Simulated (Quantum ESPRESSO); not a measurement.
# CsPbCl3 (Pm-3m): zone-centre phonons

Which modes does CsPbCl3 (Pm-3m) have at the zone centre?

Main program and level: Quantum ESPRESSO 7.5; DFT LDA, scalar-relativistic, plane waves, PseudoDojo norm-conserving pseudopotentials.

Most raw output is cut from this account.

## (1) The structure

The structure is cubic, space group Pm-3m (No. 221). The conventional cell has a = 5.605 Å, b = 5.605 Å, c = 5.605 Å, α = 90.00°, β = 90.00°, γ = 90.00°. Nearest to Cs lie 12 Cl at 3.96 Å. Nearest to Pb lie 6 Cl at 2.80 Å. Nearest to Cl lie 2 Pb at 2.80 Å and 4 Cs at 3.96 Å. Farther neighbours and most contacts between anions are not listed.

## (2) A probe with smearing

A cheap run with smearing and empty bands tells whether the crystal has a gap, which decides between fixed occupations and smearing later on.

File probe.in:

```
&CONTROL
  calculation = 'scf'
  prefix      = 'x'
  outdir      = './tmp'
  pseudo_dir  = './pseudo'
  tprnfor     = .true.
  tstress     = .true.
  verbosity   = 'high'
/
&SYSTEM
  ibrav       = 1
  celldm(1)   = 10.59191493
  nat         = 5
  ntyp        = 3
  ecutwfc     = 62.0
  occupations = 'smearing'
  smearing    = 'gaussian'
  degauss     = 0.01
/
&ELECTRONS
  conv_thr         = 1.0d-07
  mixing_beta      = 0.7
  electron_maxstep = 100
/
ATOMIC_SPECIES
 Cs    132.9055  Cs.upf
 Pb    207.2000  Pb.upf
 Cl     35.4500  Cl.upf
ATOMIC_POSITIONS crystal
 Cs     0.000000000   0.000000000   0.000000000
 Pb     0.500000000   0.500000000   0.500000000
 Cl     0.500000000   0.500000000   0.000000000
 Cl     0.000000000   0.500000000   0.500000000
 Cl     0.500000000   0.000000000   0.500000000
K_POINTS automatic
 4 4 4 0 0 0
```

The run is started by

```
$ OMP_NUM_THREADS=1 mpirun -n 4 pw.x -nk 4 -in probe.in > probe.out
```

Wall time 15 s (4 MPI ranks of Intel Xeon at 2.70GHz, shared host).

Numbers from this step:

| Property | Result |
| --- | --- |
| volume per atom | 35.22 Å³ |
| pressure | -1.105 GPa |
| gap on the k-mesh | 1.738 eV |

A gap of 1.7 eV opens on this mesh, so the crystal is taken as an insulator; the start stands at -1.1 GPa.

## (3) Relaxation

The relaxation runs at a cutoff a fifth above that of the response, since stress converges more slowly with the basis than frequencies do. Forces and stress are brought to rest with tight thresholds.

File relax.in:

```
&CONTROL
  calculation   = 'vc-relax'
  prefix        = 'x'
  outdir        = './tmp'
  pseudo_dir    = './pseudo'
  tprnfor       = .true.
  tstress       = .true.
  forc_conv_thr = 2.0d-05
  etot_conv_thr = 1.0d-07
  nstep         = 40
/
&SYSTEM
  ibrav       = 1
  celldm(1)   = 10.59191493
  nat         = 5
  ntyp        = 3
  ecutwfc     = 74
  occupations = 'fixed'
  nbnd        = 24
/
&ELECTRONS
  conv_thr         = 1.0d-11
  mixing_beta      = 0.7
  electron_maxstep = 100
/
&IONS
/
&CELL
  press_conv_thr = 0.2
/
ATOMIC_SPECIES
 Cs    132.9055  Cs.upf
 Pb    207.2000  Pb.upf
 Cl     35.4500  Cl.upf
ATOMIC_POSITIONS crystal
 Cs     0.000000000   0.000000000   0.000000000
 Pb     0.500000000   0.500000000   0.500000000
 Cl     0.500000000   0.500000000   0.000000000
 Cl     0.000000000   0.500000000   0.500000000
 Cl     0.500000000   0.000000000   0.500000000
K_POINTS automatic
 4 4 4 0 0 0
```

The run is started by

```
$ OMP_NUM_THREADS=1 mpirun -n 4 pw.x -nk 4 -in relax.in > relax.out
```

The job ended after 2.2 min (4 MPI ranks).

The steps of the relaxation:

```csv
step,energy less that of the first step (eV),largest force (eV/Å),pressure (GPa),volume (Å³)
1,0.0000,0.0000,-1.10,176.09
2,-0.0063,0.0000,-0.96,175.10
3,-0.0142,0.0000,-0.75,173.63
4,-0.0221,0.0000,-0.41,171.44
5,-0.0252,0.0000,0.02,168.89
6,-0.0252,0.0000,0.00,169.02
7,-0.0252,0.0000,0.00,169.02
8,-0.0252,0.0000,0.00,169.02
```

```csv
"conventional cell, symmetrised",before,after,change
a (Å),5.605,5.529,-1.4 %
b (Å),5.605,5.529,-1.4 %
c (Å),5.605,5.529,-1.4 %
volume (Å³/atom),35.22,33.80,-4.0 %
```

Final coordinates:

```
Cs Pb Cl
1.0
     5.52899    0.00000    0.00000
     0.00000    5.52899    0.00000
     0.00000    0.00000    5.52899
Cs Pb Cl
1 1 3
Direct
  0.00000 0.00000 0.00000
  0.50000 0.50000 0.50000
  0.50000 0.50000 0.00000
  0.00000 0.50000 0.50000
  0.50000 0.00000 0.50000
```

The last row of the table of steps is pw.x's closing run on a basis chosen anew for the final cell, so its energy can jump.

This step gave:

| Property | Result |
| --- | --- |
| volume per atom | 33.80 Å³ |
| pressure | 0 GPa |
| gap on the k-mesh | 1.550 eV |

The volume changes by -4.0 % from the cell with which this run began.

## (4) Ground state

The response is built on this ground state, so it is converged far tighter than an energy would need. With a gap, occupations are fixed, which also allows the response to an electric field.

File scf.in:

```
&CONTROL
  calculation = 'scf'
  prefix      = 'x'
  outdir      = './tmp'
  pseudo_dir  = './pseudo'
  tprnfor     = .true.
  tstress     = .true.
/
&SYSTEM
  ibrav       = 1
  celldm(1)   = 10.44827716
  nat         = 5
  ntyp        = 3
  ecutwfc     = 62.0
  occupations = 'fixed'
  nbnd        = 24
/
&ELECTRONS
  conv_thr         = 1.0d-12
  mixing_beta      = 0.7
  electron_maxstep = 100
/
ATOMIC_SPECIES
 Cs    132.9055  Cs.upf
 Pb    207.2000  Pb.upf
 Cl     35.4500  Cl.upf
ATOMIC_POSITIONS crystal
 Cs     0.000000000   0.000000000   0.000000000
 Pb     0.500000000   0.500000000   0.500000000
 Cl     0.500000000   0.500000000   0.000000000
 Cl     0.000000000   0.500000000   0.500000000
 Cl     0.500000000   0.000000000   0.500000000
K_POINTS automatic
 4 4 4 0 0 0
```

The run is started by

```
$ OMP_NUM_THREADS=1 mpirun -n 4 pw.x -nk 4 -in scf.in > scf.out
```

The job ended after 18 s (4 MPI ranks; 72 s of CPU time).

This step gave:

```
pressure : -0.006000 GPa
```

The cell stands at -0.0060 GPa, close enough for phonons.

## (5) Linear response at Γ

At q = 0 one unit cell holds all displacements; symmetry groups them into irreducible representations that are solved one by one. The response to a field gives ε∞ and the Born charges, which polar modes need.

File ph.in:

```
phonons
&INPUTPH
  prefix = 'x'
  outdir = './tmp'
  fildyn = 'g.dyn'
  tr2_ph = 1.0d-18
  epsil  = .true.
/
0.000000000000 0.000000000000 0.000000000000
```

The run is started by

```
$ OMP_NUM_THREADS=1 mpirun -n 4 ph.x -nk 4 -in ph.in > ph.out
```

It took 12 min on 4 MPI ranks; 47 min of CPU time.

Numbers from this step:

- miss of the charge sum rule: 0.6518 e
- largest acoustic frequency at the zone centre before the sum rule: 1.01 cm⁻¹
- highest optical zone-centre mode (no LO-TO term): 160.7 cm⁻¹
- lowest optical zone-centre mode: -37.37 cm⁻¹
- mean high-frequency dielectric constant: 5.500
- largest Born charge in size (third of the trace): 3.958 e

Born charge (rows field, columns displacement), before the sum rule (e), principal values of the symmetric part by kind of site:

```csv
atom,atoms with these values,low,middle,high,mean
Cs1,1,1.31,1.31,1.31,1.31
Pb2,1,3.96,3.96,3.96,3.96
Cl3,3,-4.85,-0.54,-0.54,-1.97
```

In full for Cs1:

```
1.31 0.00 0.00
0.00 1.31 0.00
0.00 0.00 1.31
```

High-frequency dielectric tensor:

```
5.50 0.00 0.00
0.00 5.50 0.00
0.00 0.00 5.50
```

The acoustic modes at Γ come out as far as 1.0 cm⁻¹ from zero, where they should vanish, a small numerical error; the Born charges miss their sum rule by 0.65 e, too much: mesh or cutoff is short for the field response. The lowest optical mode is imaginary, 37i cm⁻¹, an instability at this level and on this k mesh.

## (6) Modes with the sum rule

A rigid shift of the crystal must cost nothing, but grids and finite bases break this; the acoustic sum rule is imposed before the matrix is diagonalised again. With Born charges the intensities follow; a static dielectric tensor has no meaning with imaginary modes.

File dynmat.in:

```
&INPUT
  fildyn = 'g.dyn'
  asr    = 'simple'
  fileig = 'dynmat.eig'
  lperm  = .true.
/
```

The run is started by

```
$ dynmat.x -in dynmat.in > dynmat.out
```

It took 0.75 s on 1 thread.

Numbers from this step:

```
lowest optical zone-centre mode : -37.39 cm⁻¹
```

Unit eigenvectors of the mass-weighted matrix after the sum rule; no LO-TO term. The modes at Γ (shares of kinetic energy by element, %) (negative means imaginary):

```csv
mode,frequency (cm⁻¹),Cs %,Pb %,Cl %
1,-37.4,32,0,68
2,-37.4,32,0,68
3,-37.4,32,0,68
4,-33.8,0,0,100
5,-33.8,0,0,100
6,-33.8,0,0,100
7,0.0,30,46,24
8,0.0,30,46,24
9,0.0,30,46,24
10,35.2,38,40,22
11,35.2,38,40,22
12,35.2,38,40,22
13,160.7,0,14,86
14,160.7,0,14,86
15,160.7,0,14,86
```

Displacements in mode 2 (-37.4 cm⁻¹), the largest set to 1:
```
Cs1 -0.01  0.01 -0.50
Pb2  0.00  0.00 -0.02
Cl3  0.02 -0.02 -0.02
Cl4  0.00 -0.02  1.00
Cl5  0.02  0.00  1.00
```

Displacements in mode 13 (160.7 cm⁻¹), the largest set to 1:
```
Cs1  0.00  0.00 -0.01
Pb2  0.00  0.00 -0.17
Cl3  0.00  0.00  1.00
Cl4  0.00  0.00  0.00
Cl5  0.00  0.00  0.00
```

Degenerate modes summed, no LO-TO term; imaginary modes left out. Lines of the infrared spectrum (strongest = 100):

```csv
position (cm⁻¹),lines merged,"IR intensity, relative"
35,3,0.4
161,3,100
```

The rule moves no optical mode by more than 0.1 cm⁻¹.

## (7) Sum rules set otherwise: a sum rule for molecules or wires on a crystal

This rule also removes rotations, which suits wires and not a crystal; it is tried to see the harm.

File dynmat.in:

```
&INPUT
  fildyn = 'g.dyn'
  asr    = 'one-dim'
  fileig = 'dynmat.eig'
  lperm  = .true.
/
```

The run is started by

```
$ dynmat.x -in dynmat.in > dynmat.out
```

Run time: 0.7 s. Hardware: 1 thread.

The program raised no error, yet the settings are not those of a careful run.

The fault: a sum rule for molecules or wires on a crystal; 1 optical mode is projected out to zero frequency, as if it were a rotation.

For a crystal the rule has to be 'simple' or 'crystal'.

Zone-centre frequencies as printed; negative means imaginary. Modes:

```csv
mode,frequency (cm⁻¹)
1,-39.1
2,-37.36
3,-37.36
4,-33.79
5,-33.79
6,0
7,0
8,0
9,0
10,26.97
11,35.22
12,35.22
13,160.2
14,160.7
15,160.7
```

## (8) Sum rules set otherwise (asr no)

Without the rule the raw error of the acoustic modes shows.

File dynmat.in:

```
&INPUT
  fildyn = 'g.dyn'
  asr    = 'no'
  fileig = 'dynmat.eig'
  lperm  = .true.
/
```

The run is started by

```
$ dynmat.x -in dynmat.in > dynmat.out
```

The job ended after 0.75 s (1 thread).

Read from the output:

| Quantity | Value |
| --- | --- |
| lowest optical zone-centre mode | -37.37 cm⁻¹ |

Zone-centre frequencies as printed; negative means imaginary. Modes:

```csv
mode,frequency (cm⁻¹)
1,-37.37
2,-37.37
3,-37.37
4,-33.79
5,-33.79
6,-33.79
7,1.01
8,1.01
9,1.01
10,35.22
11,35.22
12,35.22
13,160.7
14,160.7
15,160.7
```

Against the first rule no mode moves by more than 1.1 cm⁻¹.

## (9) The LO-TO splitting (1 0 0)

A longitudinal polar mode sets up a macroscopic field that stiffens it; the term hangs on the direction from which q goes to zero.

File dynmat.in:

```
&INPUT
  fildyn = 'g.dyn'
  asr    = 'simple'
  fileig = 'dynmat.eig'
  q(1)   = 1.0
  q(2)   = 0.0
  q(3)   = 0.0
/
```

The run is started by

```
$ dynmat.x -in dynmat.in > dynmat.out
```

Wall time 0.78 s (1 thread).

Numbers from this step:

```yaml
highest_mode_moved_by_the_lo_to_term: 253.3 cm⁻¹
```

Zone-centre frequencies as printed; negative means imaginary. Modes:

```csv
mode,frequency (cm⁻¹)
1,-37.39
2,-37.39
3,-33.81
4,-33.81
5,-33.81
6,-30.71
7,0
8,0
9,0
10,35.21
11,35.21
12,36.23
13,160.7
14,160.7
15,253.3
```

The field moves 3 modes; the highest of them now lies at 253 cm⁻¹, where the highest that moved away lay at 161.

## (10) Summary of results

```yaml
space_group_after_relaxation: Pm-3m
volume_per_atom: 33.8 Å³
gap_on_the_k_mesh: 1.55 eV
highest_optical_zone_centre_mode_no_lo_to_term: 160.7 cm⁻¹
lowest_optical_zone_centre_mode: -37.4 cm⁻¹
highest_mode_moved_by_the_lo_to_term_probably_not_converged_in_the_k_mesh: 253.3 cm⁻¹
mean_high_frequency_dielectric_constant_probably_not_converged_in_the_k_mesh: 5.50
largest_born_charge_in_size_third_of_the_trace_probably_not_converged_in_the_k_mesh: 3.96 e
imaginary_optical_modes_at_the_zone_centre_no_q_mesh_in_this_session: yes
```

In words: At the LDA level the optical modes of CsPbCl3 (Pm-3m) at the zone centre (no LO-TO term) run from 37i to 161 cm⁻¹, so the structure is a saddle point, with 6 modes beyond 10i cm⁻¹ there. Along the directions run, the highest mode that the macroscopic field moves lies at 253 cm⁻¹. The Born charges miss their sum rule by 0.65 e, a sign that the k mesh or the cutoff is short for the field response. ε∞, the Born charges and what follows from them are probably not converged in the k mesh. Of the 12 optical modes, 9 are infrared active alone and 3 are silent. These are harmonic frequencies at zero temperature: anharmonic shifts and linewidths and thermal expansion are left out. Spin-orbit coupling is left out, which can matter for the heavy elements here.

[Host names and launcher messages were left out of these logs when they were recorded.]

[Logs are printed without paths, hosts, clocks, repeated set-up lines and the standing remarks that a program may print on its own settings, such as how far it seeks lower states.]

[Hosts, paths, dates, database ids (printed as entryN), source tags and the programs' standing remarks are cut or masked in the printed files.]
